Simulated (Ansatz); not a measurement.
**RbSbS3 in P4_2/mmc, a phase reached by a soft mode: a soft mode frozen in**

Wanted: the energy along a soft mode of RbSbS3 in P4_2/mmc, a phase reached by a soft mode and the structure at the end.

Method: DFT PBEsol, scalar-relativistic, plane waves, PAW; PAW set soft_1, in Ansatz 0.2.0.

The structure was built from a prototype and need not be the compound's stable phase.

**1. Starting point**

Symmetry: P4_2/mmc, No. 131, tetragonal system. Conventional cell: a = 4.993 Å, b = 4.993 Å, c = 10.418 Å, α = 90.00°, β = 90.00°, γ = 90.00°. Rb has 12 S at 3.20 to 4.06 Å nearest. Nearest to Sb lie 6 S at 2.57 to 2.60 Å. Nearest to S lie 2 Sb at 2.60 Å and 4 Rb at 3.53 Å. Nearest to S lie 2 Sb at 2.57 Å and 4 Rb at 3.20 to 4.06 Å. Farther neighbours and most contacts between anions are not listed.

**2. Linear response at the zone centre**

This phase was reached earlier by freezing in an unstable mode of a structure of higher symmetry and relaxing. Its zone-centre modes can show that it is still unstable.

input.yaml reads:

```yaml
crystal:
  lattice:
    - [4.9931665696, 0.0, 0.0]
    - [0.0, 4.9931665696, 0.0]
    - [0.0, 0.0, 10.4183272657]
  atoms:
    - { symbol: Rb, position: [0.0, 0.0, 0.0] }
    - { symbol: Rb, position: [0.0, 0.0, 0.5] }
    - { symbol: Sb, position: [0.5, 0.5, 0.25] }
    - { symbol: Sb, position: [0.5, 0.5, 0.75] }
    - { symbol: S, position: [0.5, 0.5, 0.5] }
    - { symbol: S, position: [0.5, 0.5, 0.0] }
    - { symbol: S, position: [0.5, 0.0, 0.1925476471] }
    - { symbol: S, position: [0.5, 0.0, 0.8074523529] }
    - { symbol: S, position: [0.0, 0.5, 0.3074523529] }
    - { symbol: S, position: [0.0, 0.5, 0.6925476471] }
kpoints:
  mp_grid: { grid: [8, 8, 4] }
hamiltonian:
  xc: pbesol
  pseudopotentials: { kind: paw, azcp: { folder: soft_1 }, xc_functional: pbe }
scf:
  occupations: { method: methfessel_paxton, width: 0.2 }
output:
  eigenvalues: true
phonons:
  method: dfpt
```

The run is started by

```sh
ansatz run input.yaml --threads 8 --pin off --max-ram 16384MiB --backend cpu --events-out ev --progress --plain --runs-dir out
```

Numbers of over 12 decimals in the logs are rounded to 6 here.

What it wrote:

```text
zone centre: on kpoints.mp_grid the ground state, and the responses unless they are solved on pairs of k-points, stand on 75 of the mesh's 256 k-points, reduced under 4 symmetry operations, with k and −k counted as one. Each operation leaves every solved displacement unchanged or reverses it
Engine: ansatz 0.2.0, aarch64-unknown-linux-gnu
Pseudopotentials: kind: paw
Pseudopotential: Rb, paw, valence charge 9, recommended cutoff 420 eV (normal), soft_1/Rb.paw.azcp
Pseudopotential: Sb, paw, valence charge 15, recommended cutoff 420 eV (normal), soft_1/Sb.paw.azcp
Pseudopotential: S, paw, valence charge 6, recommended cutoff 420 eV (normal), soft_1/S.paw.azcp
Functional definition: PBEsol
  exchange = pbesol_x
  correlation = pbesol_c
Crystal: 10 atoms, lattice volume = 259.747 Å³
Basis set: ecut = 420 eV, 5103 PW (Γ), exchange–correlation on 72×72×144 points (8 copies of the dense FFT grid, shifted against one another)
Bands: 52, of which v1, the nominal top of the filled ones, is band 42 counted from 1 (41 counted from 0)
Symmetry: 16 space group operations
k-points: 75 of 256 (irreducible under 4 space group operations, time reversal used)
Non-local potential: Rb, projectors of the file, l = 0: 3, l = 1: 2, l = 2: 2
Non-local potential: Sb, projectors of the file, l = 0: 2, l = 1: 2, l = 2: 2, l = 3: 1
Non-local potential: S, projectors of the file, l = 0: 2, l = 1: 2, l = 2: 1
PAW form: soft (Blöchl's): semilocal exchange-correlation on the pseudo side does not see the compensation charge
PAW frozen core: Rb, regenerated for the run's functional, and the local potential with it (the file was generated under x = pbe(κ = 0.804, μ = 0.219515), c = pbe(β = 0.066725))
PAW frozen core: Sb, regenerated for the run's functional, and the local potential with it (the file was generated under x = pbe(κ = 0.804, μ = 0.219515), c = pbe(β = 0.066725))
PAW frozen core: S, regenerated for the run's functional, and the local potential with it (the file was generated under x = pbe(κ = 0.804, μ = 0.219515), c = pbe(β = 0.066725))
PAW one-centre angular grid: Rb, 110 points (default); XC on 64 Gauss nodes
PAW one-centre angular grid: Sb, 590 points (default); XC on 64 Gauss nodes
PAW one-centre angular grid: S, 110 points (default); XC on 64 Gauss nodes
Initial density: superposition of atomic densities (chi_scale 0.1, normalization cell, long waves kept (reshape's long-wave potential 0.00 eV rms))
Initial wavefunctions: pseudopotential atomic-orbital guess
Functional: x = pbesol(κ = 0.804, μ = 0.123457), c = pbesol(β = 0.046)
SCF iter   1: F=—  HF=-24566.224276 eV  |F-HF|=—  |Δ(HF+E_count)|=         —  Δρ=3.44e-2  dr2=8.20e0  ethr=3.10e-3  ⟨swp⟩=10.0  Hψ=19613  notcnv=0
preconditioner: auto → Kerker (q_TF=auto, 2.260 Å⁻¹)  [metal: Δε(μ)=0.003 eV  Ē_g=10.280 eV  σ=0.200 eV  W_gap=0.01  n_scr=54 (ndim 8)  ℏωp=17.8 eV  f_vac=0.000  D(μ)=4.33/eV (n_scr^D=16)]
SCF iter   2: F=—  HF=-24564.611943 eV  |F-HF|=—  |Δ(HF+E_count)|=    1.61e0  S|Δr|=    0.00e0  Δρ=2.18e-2  dr2=4.06e0  ethr=3.10e-3  ⟨swp⟩=3.0  Hψ=5301  notcnv=0  defer=248
SCF iter   3: F=—  HF=-24563.100562 eV  |F-HF|=—  |Δ(HF+E_count)|=    1.51e0  S|Δr|=    0.00e0  Δρ=7.00e-3  dr2=2.73e-1  ethr=3.10e-3  ⟨swp⟩=4.2  Hψ=8257  notcnv=0  defer=253
SCF iter   4: F=—  HF=-24563.020239 eV  |F-HF|=—  |Δ(HF+E_count)|=   8.03e-2  S|Δr|=    0.00e0  Δρ=2.27e-3  dr2=4.17e-2  ethr=3.24e-4  ⟨swp⟩=2.6  Hψ=5676  notcnv=0  defer=237
SCF iter   5: F=—  HF=-24563.009869 eV  |F-HF|=—  |Δ(HF+E_count)|=   1.04e-2  S|Δr|=    0.00e0  Δρ=8.30e-4  dr2=3.92e-3  ethr=4.97e-5  ⟨swp⟩=2.0  Hψ=5456  notcnv=0  defer=237
SCF iter   6: F=—  HF=-24563.010482 eV  |F-HF|=—  |Δ(HF+E_count)|=   6.13e-4  S|Δr|=    0.00e0  Δρ=3.02e-4  dr2=4.05e-4  ethr=4.67e-6  ⟨swp⟩=2.9  Hψ=7680  notcnv=0  defer=237
SCF iter   7: F=—  HF=-24563.010538 eV  |F-HF|=—  |Δ(HF+E_count)|=   5.57e-5  S|Δr|=    0.00e0  Δρ=8.36e-5  dr2=4.99e-5  ethr=4.82e-7  ⟨swp⟩=2.0  Hψ=6748  notcnv=0  defer=237
SCF iter   8: F=—  HF=-24563.010555 eV  |F-HF|=—  |Δ(HF+E_count)|=   1.71e-5  S|Δr|=    0.00e0  Δρ=3.97e-5  dr2=1.21e-5  ethr=5.94e-8  ⟨swp⟩=2.1  Hψ=5290  notcnv=0  defer=237
SCF iter   9: F=—  HF=-24563.010563 eV  |F-HF|=—  |Δ(HF+E_count)|=   8.44e-6  S|Δr|=    0.00e0  Δρ=1.26e-5  dr2=1.12e-6  ethr=1.44e-8  ⟨swp⟩=2.0  Hψ=5330  notcnv=0  defer=237
SCF iter  10: F=—  HF=-24563.010683 eV  |F-HF|=—  |Δ(HF+E_count)|=   1.19e-4  S|Δr|=    0.00e0  Δρ=3.88e-6  dr2=6.52e-8  ethr=1.33e-9  ⟨swp⟩=2.3  Hψ=6048  notcnv=0  defer=242
SCF iter  11: F=—  HF=-24563.010683 eV  |F-HF|=—  |Δ(HF+E_count)|=   8.47e-8  S|Δr|=    0.00e0  Δρ=1.23e-6  dr2=1.14e-8  ethr=7.76e-11  ⟨swp⟩=2.0  Hψ=5711  notcnv=0  defer=242
SCF iter  12: F=—  HF=-24563.010683 eV  |F-HF|=—  |Δ(HF+E_count)|=   8.59e-9  S|Δr|=    0.00e0  Δρ=4.94e-7  dr2=2.25e-9  ethr=1.36e-11  ⟨swp⟩=2.0  Hψ=5437  notcnv=0  defer=242
SCF iter  13: F=—  HF=-24563.010683 eV  |F-HF|=—  |Δ(HF+E_count)|=  7.93e-10  S|Δr|=    0.00e0  Δρ=1.77e-7  dr2=2.45e-10  ethr=2.68e-12  ⟨swp⟩=2.0  Hψ=5389  notcnv=0  defer=242
SCF iter  14: F=-24563.010683 eV  HF=-24563.010683 eV  |F-HF|=7.28e-12  |Δ(HF+E_count)|=  2.55e-11  S|Δr|=    0.00e0  Δρ=5.07e-8  dr2=8.16e-12  ethr=1.00e-12  ⟨swp⟩=18.1  Hψ=29863  notcnv=0
SCF 1 converged in 14 iterations: F = -24563.010683 eV  dr2 = 8.16e-12
  greatest PAW one-centre occupation: 0.997 electrons in one spin orbital (limit 2), on the Sb atom at site 3 (counted from 0), in its partial waves of l = 2
DFPT response loops at Γ: preconditioner auto → Kerker (q_TF=auto, 2.260 Å⁻¹) (partly filled bands, converged f_vac=0.024); β = 1.00, the filter's whole step (`scf.mixing.beta` (0.50) is not read by the response loops under this deck's `scf.mixing.preconditioner`; to damp them name `kerker` or `kerker_dos`, under which they read `scf.mixing.beta`, and type it under 1.00, their step now; both keys bind the ground state too); Broyden in place of MSR1
SCF converged after 14 iterations
Stability not checked: this state was not tested for a lower state beside it, because cold or Methfessel-Paxton smearing, or corrected tetrahedra, fill the levels in a way that the test cannot read (fill_not_monotonic; see scf.lower_state_search)
Free energy (F): -24563.010683 eV
Harris-Foulkes:  -24563.010683 eV  (|F-HF|=7.28e-12)
Internal energy: -24563.013652 eV  (E = F + TS)
E sigma→0 (E₀):  -24563.011425 eV
Entropy (-TS):   0.002969 eV (0.297 meV/atom)
Fermi energy:    5.532504 eV
Step filling:    the computed levels leave a gap of 0.0000 eV = 0.0 smearing widths at the electron count; against every level under it full and every level over it empty, smearing changes F+E_penalty+E_count by +2.136 meV and its σ→0 estimate by +1.394 meV
--- Per-component energies (eV) ---
  E_band       = -575.442592
  E_kinetic    = 1316.646938
  E_local      = -5759.836035  (includes V_loc(G=0)·N_el)
  E_nonlocal   = 1370.637713
  E_hartree    = 2141.454089
  E_xc         = -967.988135
  E_vxc        = -931.722579  (∫ρ·V_xc dr)
  E_paw        = -17635.820047  (= ΣΔE_a)
  E_vpaw       = -854.077004  (= ΣTr[D̂ρ^β])
  E_aug_tail   = 0.000226  (compensation charges beyond the density's cutoff)
  E_ewald      = -5029.391149
  E_core_change = 1.282749  (= ΣΔE_core)
  E_smearing   = 0.002969  (= −TS)
  E_closure    = -0.000000  (closes the sum)
  Σ components = -24563.010683   (vs F -24563.010683, Δ=0.00e0)
--- Band table (eV; the first three rows and the last of 75) ---
  k-point 0: bands = [... 38 lower, 4.8242, 4.8242, 5.1183, 5.2589, 5.2589, 6.5661, 6.9540, 9.8002, ... 6 higher]
  k-point 1: bands = [... 38 lower, 4.9383, 4.9383, 5.1794, 5.2120, 5.2120, 5.8521, 8.1599, 9.9630, ... 6 higher]
  k-point 2: bands = [... 38 lower, 5.0926, 5.0926, 5.0930, 5.0930, 5.4038, 5.4038, 9.6696, 9.6696, ... 6 higher]
  k-point 74: bands = [... 38 lower, 4.9771, 4.9771, 5.4369, 5.4369, 7.1971, 7.1971, 7.8657, 7.8657, ... 6 higher]
--- Phonons (Γ-DFPT): 11 representative perturbations + reference, on 75 of 256 k-points (Σ response iterations 33) ---
  k mesh reduced under 4 symmetry operations, with k and −k counted as one. Each operation leaves every solved displacement unchanged or reverses it
  ASR residual: 8.035e-5 → 0.000e0 eV/Å²; symmetrization residual: 7.687e-6 eV/Å²
  ASR residual per site (eV/Å²): 8.03e-5 8.03e-5 4.98e-5 4.98e-5 3.79e-5 3.79e-5 1.37e-5 1.37e-5 1.37e-5 1.37e-5
  Γ frequencies (cm⁻¹): -54.17 -54.17 -18.03 -18.03 0.00 0.00 0.00 12.49 25.32 25.32 62.57 62.57 73.24 82.63 82.63 105.55 105.55 116.95 128.27 133.45 148.25 148.25 155.85 157.09 177.92 194.07 194.07 211.61 211.81 211.81
  non-analytic LO–TO correction: not included (Born effective charges unavailable; polar crystals: no LO–TO splitting at Γ)
```

Elapsed: 2.3 min, on 8 threads of Arm Neoverse V2, shared host; peak memory 3.4 GiB.

Numbers from this step:

```yaml
volume_per_atom: 25.97 Å³
gap_on_the_k_mesh: 0 eV
sum_rule_residual_before_enforcement: 8.03e-5 eV/Å²
point_group: 4/mmm
highest_optical_mode_at_the_zone_centre_no_lo_to_term: 211.8 cm⁻¹
lowest_optical_zone_centre_mode: -54.17 cm⁻¹
```

Patterns of degenerate modes are one choice out of their space. The modes at Γ (shares of kinetic energy by element, %) (negative means imaginary):

```csv
mode,frequency (cm⁻¹),symmetry,Rb %,Sb %,S %
1,-54.2,Eu,22,16,62
2,-54.2,Eu,22,16,62
3,-18.0,Eu,30,31,39
4,-18.0,Eu,30,31,39
5,0.0,acoustic,28,40,32
6,0.0,acoustic,28,40,32
7,0.0,acoustic,28,40,32
8,12.5,B2u,60,0,40
9,25.3,Eg,0,91,9
10,25.3,Eg,0,91,9
11,62.6,Eu,60,5,35
12,62.6,Eu,60,5,35
13,73.2,A2u,49,48,3
14,82.6,Eg,0,2,98
15,82.6,Eg,0,2,98
16,105.5,Eu,13,0,87
17,105.5,Eu,13,0,87
18,117.0,A2u,19,12,69
19,128.3,B2u,40,0,60
20,133.4,B1g,0,48,52
21,148.2,Eu,45,1,54
22,148.2,Eu,45,1,54
23,155.8,A1g,0,0,100
24,157.1,A2u,4,0,96
25,177.9,B1g,0,52,48
26,194.1,Eg,0,7,93
27,194.1,Eg,0,7,93
28,211.6,B2u,0,0,100
29,211.8,Eu,2,7,90
30,211.8,Eu,2,7,90
```

Displacements in mode 1 (-54.2 cm⁻¹), the largest set to 1:
```
Rb1  0.00  0.36  0.00
Rb2 -0.01 -0.06  0.00
Sb3  0.00 -0.19  0.00
Sb4  0.00 -0.19  0.00
S5  -0.02 -0.10  0.00
S6   0.00  1.00  0.00
S7   0.00 -0.08  0.00
S8   0.00 -0.08  0.00
S9   0.00 -0.06  0.00
S10  0.00 -0.06  0.00
```

Displacements in mode 9 (25.3 cm⁻¹), the largest set to 1:
```
Rb1  0.00  0.00  0.00
Rb2  0.00  0.00  0.00
Sb3  0.03  1.00  0.00
Sb4 -0.03 -1.00  0.00
S5   0.00  0.00  0.00
S6   0.00  0.00  0.00
S7   0.00  0.60  0.00
S8   0.00 -0.60  0.00
S9   0.02 -0.06  0.00
S10 -0.02  0.06  0.00
```

Before it was imposed, the acoustic sum rule was missed by 8.0e-5 eV/Å². Small misses are needed for a sound result but don't prove that mesh and cutoff are converged. The lowest optical mode is imaginary, 54.2i cm⁻¹, so the energy falls along it.

**3. The mode frozen in, largest atomic shift 0 Å**

The mode followed lies at Γ with frequency 54.2i cm⁻¹ and is 2-fold degenerate, the softest among the wavevectors solved. At small amplitude the distorted cell has space group no. 40 by a symmetry search on the positions. The undistorted cell that holds it gives the zero of energy on the same k mesh.

input.yaml: that of step 2 with these lines changed.

```diff
@@ -24,4 +24,4 @@
 output:
+  forces: true
+  stress: true
   eigenvalues: true
-phonons:
-  method: dfpt
```

What it wrote:

```text
[...]
Crystal: 10 atoms, lattice volume = 259.747 Å³
Basis set: ecut = 420 eV, 5103 PW (Γ), exchange–correlation on 72×72×144 points (8 copies of the dense FFT grid, shifted against one another)
Bands: 52, of which v1, the nominal top of the filled ones, is band 42 counted from 1 (41 counted from 0)
Symmetry: 16 space group operations
[...]
k-points: 45 of 256
[...]
k-point 0: bands = [... 38 lower, 4.8243, 4.8243, 5.1184, 5.2590, 5.2590, 6.5661, 6.9540, 9.8002, ... 6 higher]
  k-point 1: bands = [... 38 lower, 4.9384, 4.9384, 5.1794, 5.2121, 5.2121, 5.8522, 8.1599, 9.9630, ... 6 higher]
  k-point 2: bands = [... 38 lower, 5.0926, 5.0926, 5.0931, 5.0931, 5.4038, 5.4038, 9.6697, 9.6697, ... 6 higher]
  k-point 44: bands = [... 38 lower, 4.9772, 4.9772, 5.4370, 5.4370, 7.1971, 7.1971, 7.8657, 7.8657, ... 6 higher]
[key lines of the parts left out:]
SCF converged after 10 iterations
Free energy (F): -24563.010683 eV
Fermi energy:    5.532557 eV
P = ⅓ Tr σ = 0.0069 GPa (0.069 kbar)
```

The job ended after 4.5 s (8 threads; peak memory 1.1 GiB; 34 s of CPU time).

Numbers from this step:

```yaml
pressure: 0.006866 GPa
energy_from_the_undistorted_cell: 0 meV/atom
```

The run ends at a pressure of 0.01 GPa, with forces up to 1.4e-4 eV/Å.

**4. The mode frozen in, largest atomic shift 0.32 Å**

The atoms are moved along the unstable eigenvector, the largest shift by 0.32 Å, with the cell fixed.

input.yaml, the sections that differ from step 3:

```yaml
crystal:
  lattice:
    - [4.9931665696, 0.0, 0.0]
    - [0.0, 4.9931665696, 0.0]
    - [0.0, 0.0, 10.4183272657]
  atoms:
    - { symbol: Rb, position: [-0.0041088489, -0.0230112712, 0.0] }
    - { symbol: Rb, position: [0.0230112712, 0.0041088489, 0.5] }
    - { symbol: Sb, position: [0.4880822842, 0.5119177158, 0.25] }
    - { symbol: Sb, position: [0.4880822842, 0.5119177158, 0.75] }
    - { symbol: S, position: [0.5637841628, 0.5062289213, 0.5] }
    - { symbol: S, position: [0.4937710787, 0.4362158372, 0.0] }
    - { symbol: S, position: [0.4960998086, 0.0048110897, 0.1925476471] }
    - { symbol: S, position: [0.4960998086, 0.0048110897, 0.8074523529] }
    - { symbol: S, position: [-0.0048110897, 0.5039001914, 0.3074523529] }
    - { symbol: S, position: [-0.0048110897, 0.5039001914, 0.6925476471] }
# kpoints, hamiltonian, scf, output: as in step 3
```

What it wrote:

```text
[...]
Crystal: 10 atoms, lattice volume = 259.747 Å³
Basis set: ecut = 420 eV, 5103 PW (Γ), exchange–correlation on 72×72×144 points (8 copies of the dense FFT grid, shifted against one another)
Bands: 52, of which v1, the nominal top of the filled ones, is band 42 counted from 1 (41 counted from 0)
Symmetry: 4 space group operations
[...]
k-point 0: bands = [... 38 lower, 4.6859, 4.9369, 5.2042, 5.2232, 5.3478, 6.6279, 7.4018, 9.7781, ... 6 higher]
  k-point 1: bands = [... 38 lower, 4.9045, 5.0242, 5.2095, 5.2553, 5.3126, 6.0732, 8.2442, 9.9148, ... 6 higher]
  k-point 2: bands = [... 38 lower, 5.1337, 5.1337, 5.1432, 5.1432, 5.5554, 5.5554, 9.4199, 9.4199, ... 6 higher]
  k-point 62: bands = [... 38 lower, 5.0893, 5.0893, 5.4729, 5.4729, 7.2465, 7.2465, 7.8845, 7.8845, ... 6 higher]
[key lines of the parts left out:]
SCF converged after 10 iterations
Free energy (F): -24563.045473 eV
Fermi energy:    5.597190 eV
P = ⅓ Tr σ = 0.1045 GPa (1.045 kbar)
```

Elapsed: 9.7 s, on 8 threads; peak memory 1.1 GiB.

Numbers from this step:

- pressure: 0.1045 GPa
- energy from the undistorted cell: -3.418 meV/atom

The energy, extrapolated to zero smearing, is -3.42 meV/atom against the undistorted cell.

The run ends at a pressure of 0.10 GPa, with forces up to 0.11 eV/Å.

**5. Energy along the mode, all amplitudes (two of the runs are shown above)**

An imaginary frequency means negative curvature, so the energy should fall and then rise again as anharmonic terms take over.

This step gave:

| Item | Value |
| --- | --- |
| depth at the lowest point sampled | 3.418 meV/atom |
| largest atomic shift at that point | 0.32 Å |

The energy from the parent by largest atomic shift:

```csv
largest atomic shift (Å),energy from the parent (meV/atom)
0.000,0
0.040,-0.09
0.080,-0.351
0.140,-1.00
0.220,-2.14
0.320,-3.42
0.450,-3.38
0.600,1.78
```

Displacement at unit largest shift by atom:

```
atom   x (Å)   y (Å)  z (Å)   size
 Rb1  -0.064  -0.359  0.000  0.365
 Rb2   0.359   0.064  0.000  0.365
 Sb3  -0.186   0.186  0.000  0.263
 Sb4  -0.186   0.186  0.000  0.263
  S5   0.995   0.097  0.000  1.000
  S6  -0.097  -0.995  0.000  1.000
  S7  -0.061   0.075  0.000  0.097
  S8  -0.061   0.075  0.000  0.097
  S9  -0.075   0.061  0.000  0.097
 S10  -0.075   0.061  0.000  0.097
```

The lowest of the steps tried is at 0.32 Å, 3.42 meV/atom below the parent; the bottom of the well need not coincide with a step.

[end of part 1 of 3]

[Logs are printed without paths, hosts, clocks, repeated set-up lines and the standing remarks that a program may print on its own settings, such as how far it seeks lower states.]

[Hosts, paths, dates, database ids (printed as entryN), source tags and the programs' standing remarks are cut or masked in the printed files.]
